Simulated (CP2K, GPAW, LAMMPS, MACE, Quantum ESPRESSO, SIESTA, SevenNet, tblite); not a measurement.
**Forces in glassy B2O3 (90 atoms), program by program**

One geometry of glassy B2O3 (90 atoms) is solved by several programs and methods. How far do their forces lie from a plane-wave PBE run?

Results are calculated, not measured.

**1. The structure**

The cell holds 90 atoms (36 B and 54 O), with edges of 10.12, 10.12 and 10.12 Å. Recipe: 90 atoms (36 B, 54 O) placed at random at 1.93 g/cm³, melted at 3000 K for 20 ps at fixed volume with the Buckingham and Coulomb pair potential of Guillot and Sator (Geochim. Cosmochim. Acta 71, 1249 (2007)) with the boron terms of Wang et al. (J. Non-Cryst. Solids 498, 294 (2018)). Quenched from 3000 K to 300 K at 50 K/ps and fixed volume, held 10 ps at zero pressure, then minimised at fixed cell. The density is 2.01 g/cm³.

**2. The reference input**

Quantum ESPRESSO 7.5: Kohn-Sham DFT, PBE, SSSP efficiency 1.3.0 pseudopotentials, plane waves. Its input, pw.in:

```
&control
  calculation = 'scf'
  pseudo_dir = './pseudo'
  outdir = './tmp'
  disk_io = 'none'
  tprnfor = .true.
  tstress = .true.
/
&system
  ibrav = 0
  nat = 90
  ntyp = 2
  ecutwfc = 60
  ecutrho = 480
  nosym = .true.
  occupations = 'smearing'
  smearing = 'fd'
  degauss = 0.003675
/
&electrons
  conv_thr = 4.5e-07
  electron_maxstep = 100
  mixing_beta = 0.4
  mixing_mode = 'plain'
  diagonalization = 'david'
/
ATOMIC_SPECIES
B 10.810 B.upf
O 15.999 O.upf
CELL_PARAMETERS angstrom
10.11952 0.00000 0.00000
0.00000 10.11952 0.00000
0.00000 0.00000 10.11952
ATOMIC_POSITIONS crystal
B 0.87236 0.96008 0.19952
B 0.95356 0.84166 0.42979
B 0.29996 0.31808 0.47089
B 0.77167 0.15131 0.84586
[... 84 atom lines left out ...]
O 0.53930 0.62678 0.89645
O 0.74123 0.54558 0.80053
K_POINTS gamma
```

```console
$ OMP_NUM_THREADS=1 mpirun -np 4 pw.x -in pw.in > output.txt
```

Elapsed: 72 s, on 4 MPI ranks of Arm Neoverse V2, shared host; peak memory 2.8 GiB.

It converged with an r.m.s. force component of 0.71 eV/Å and a pressure of -10 GPa.

Its highest filled and lowest empty levels lie 4.66 eV apart on its k-points.

**3. The other programs**

- CP2K 2026.2: Gaussian basis with GTH pseudopotentials and a plane-wave density; labels give functional, basis (MOLOPT sets; SR short-range, UZH the newer set with its own potentials), grid cutoff/relative cutoff and solver (OT: orbital transformation; TRS4, TC2, SIGN: linear-scaling purification with its sparsity filter), or its built-in tight binding.
- GPAW 26.7.0: PAW with atomic orbitals (LCAO), plane waves or a real-space grid of spacing h.
- MACE: machine-learned potential, published weights.
- SIESTA 5.4.2: numerical atomic orbitals, whose automatically made sets are far from complete, with PseudoDojo norm-conserving potentials that we converted to its format (checked against plane waves on the same files for H, C, O, Si, Ge and Ca alone); labels give functional, basis size, energy shift and mesh cutoff.
- SevenNet: machine-learned potential, published weights.
- tblite 0.8.0: extended tight binding, driven from Python.

All use the same cell and atoms, and the electronic-structure runs the same k-mesh.

**4. Side by side**

Differences are against the reference: forces as r.m.s. over components, share as that over the reference's r.m.s. force, slope as the fitted ratio of a run's forces to the reference's.

| run | Δ force, r.m.s. (meV/Å) | share (%) | slope | Δ pressure (GPa) | Δ gap (eV) | cores | CPU time | memory (GiB) |
| --- | --- | --- | --- | --- | --- | --- | --- | --- |
| reference | - | - | - | - | - | 4 | 4.8 min | 2.8 |
| CP2K PBE, DZVP-MOLOPT-SR, 600/50 Ry, TRS4 filter 1e-03, SCF 1e-04 (coarse) | 161 | 22.7 | 0.922 | 3.65 | - | 4 | 68 s | 2.3 |
| CP2K PBE, DZVP-MOLOPT-SR, 600/50 Ry, TRS4 filter 1e-07, SCF 1e-07 | 85.9 | 12.1 | 1.029 | 2.06 | - | 4 | 2 min | 2.3 |
| CP2K PBE, DZVP-MOLOPT-SR, 600/50 Ry, diagonalisation | 85.9 | 12.1 | 1.031 | 2.06 | -0.0272 | 4 | 3.1 min | 3.7 |
| CP2K PBE, DZVP-UZH, 600/50 Ry, diagonalisation | 90.8 | 12.8 | 1.042 | 1.84 | -0.0456 | 4 | 3.6 min | 3.7 |
| GPAW PBE, LCAO dzp, h 0.18 Å | 156 | 22.1 | 1.067 | - | -0.132 | 1 | 90 s | 1.2 |
| GPAW PBE, LCAO sz(dzp), h 0.18 Å (coarse) | 636 | 89.9 | 0.603 | - | -0.601 | 1 | 30 s | 0.88 |
| GPAW PBE, LCAO szp(dzp), h 0.18 Å (coarse) | 409 | 57.8 | 0.902 | - | -0.279 | 1 | 72 s | 1.1 |
| MACE MP-0b2 small potential | 133 | 18.8 | 0.866 | 1.31 | - | 1 | 4.8 s | 0.7 |
| MACE MPA-0 medium potential | 71.4 | 10.1 | 0.969 | 1.21 | - | 1 | 5.7 s | 1.2 |
| SIESTA PBE, DZ, shift 0.01 Ry, mesh 500 Ry (coarse) | 198 | 28.0 | 0.777 | 4.17 | -0.226 | 2 | 1.7 min | 1.4 |
| SIESTA PBE, DZP, shift 0.01 Ry, mesh 150 Ry (coarse) | 76.4 | 10.8 | 1.004 | 1.43 | -0.115 | 2 | 59 s | 0.8 |
| SIESTA PBE, DZP, shift 0.01 Ry, mesh 500 Ry | 73.9 | 10.4 | 1.005 | 1.48 | -0.115 | 2 | 4.2 min | 2.1 |
| SevenNet l3i5 potential | 79.0 | 11.2 | 0.925 | 0.562 | - | 1 | 7.3 s | 1.8 |
| tblite GFN1-xTB | 227 | 32.0 | 0.768 | 0.622 | - | 1 | 1.7 s | 0.12 |
| tblite GFN2-xTB | 296 | 41.9 | 0.685 | -1.78 | - | 1 | 5.8 s | 0.12 |

Rows marked coarse were listed beforehand as settings not expected to be converged; some can still land near the reference.

Times of the machine-learned potentials are mostly Python's start and the loading of weights.

CPU time is summed over cores on shared hosts, so it is rough.

**5. What came out**

Forces lie from 10 % (MACE MPA-0 medium potential) to 90 % (GPAW PBE, LCAO sz(dzp), h 0.18 Å, coarse) of the reference's r.m.s. force of 0.71 eV/Å away from it. The PBE runs in local orbitals, coarse settings apart, differ by 10 % (SIESTA PBE, DZP, shift 0.01 Ry, mesh 500 Ry) to 22 % (GPAW PBE, LCAO dzp, h 0.18 Å); basis, grid and potentials can all enter. Tight binding differs by 32 % (tblite GFN1-xTB) to 42 % (tblite GFN2-xTB); it is another model, with fitted parameters of its own, and the xTB methods hold dispersion. Machine-learned potentials differ by 10 % (MACE MPA-0 medium potential) to 19 % (MACE MP-0b2 small potential); they were trained on other programs' data.

Runs with settings chosen to be coarse differ by 11 % (SIESTA PBE, DZP, shift 0.01 Ry, mesh 150 Ry) to 90 % (GPAW PBE, LCAO sz(dzp), h 0.18 Å), their programs' other errors included. SIESTA PBE, DZ, shift 0.01 Ry, mesh 500 Ry softens the forces by a factor of 0.78 while following their directions (correlation 0.977); the slopes of the 3 SIESTA runs lie between 0.78 and 1.00; the difference isn't even, but is largest on one element. From SIESTA PBE, DZP, shift 0.01 Ry, mesh 150 Ry to the finer SIESTA PBE, DZP, shift 0.01 Ry, mesh 500 Ry the share goes from 10.8 to 10.4 %, so the grid isn't what parts these runs from the reference. Pressures at PBE, coarse settings apart, lie +1.48 to +2.06 GPa from the reference's. Gaps at PBE, coarse settings apart, lie -0.13 to -0.03 eV from the reference's.

Caveats: Periodic xTB results under one method name differ between programs and library versions. The reference's pressure holds the uncorrected Pulay stress of its 60 Ry basis, so small pressure differences may be the reference's own error. Machine-learned potentials mimic data converged in k, so the reference's own k-point error enters their differences. The quench rate of 50 K/ps is many orders above laboratory rates, so the cell is likely richer in defects and strain than a real sample. The network of bonds at the start is that of the classical potential that made the cell, and needn't be the one that DFT or experiment would give. The reference's stress is far from hydrostatic: its diagonal is -9.2, -8.5, -12.8 GPa, compression counted positive. The electronic-structure runs sample only Γ, in a cell whose shortest periodic width is 10 Å. Where levels are smeared, the DFT runs use Fermi–Dirac occupations at 580 K (0.05 eV), and energies are free energies. The reference's cutoffs and mesh weren't converged further here.

[Logs are printed without paths, hosts, clocks, repeated set-up lines and the standing remarks that a program may print on its own settings, such as how far it seeks lower states.]

[Hosts, paths, dates, database ids (printed as entryN), source tags and the programs' standing remarks are cut or masked in the printed files.]

[Cells were taken only where this reference lay near another plane-wave run.]
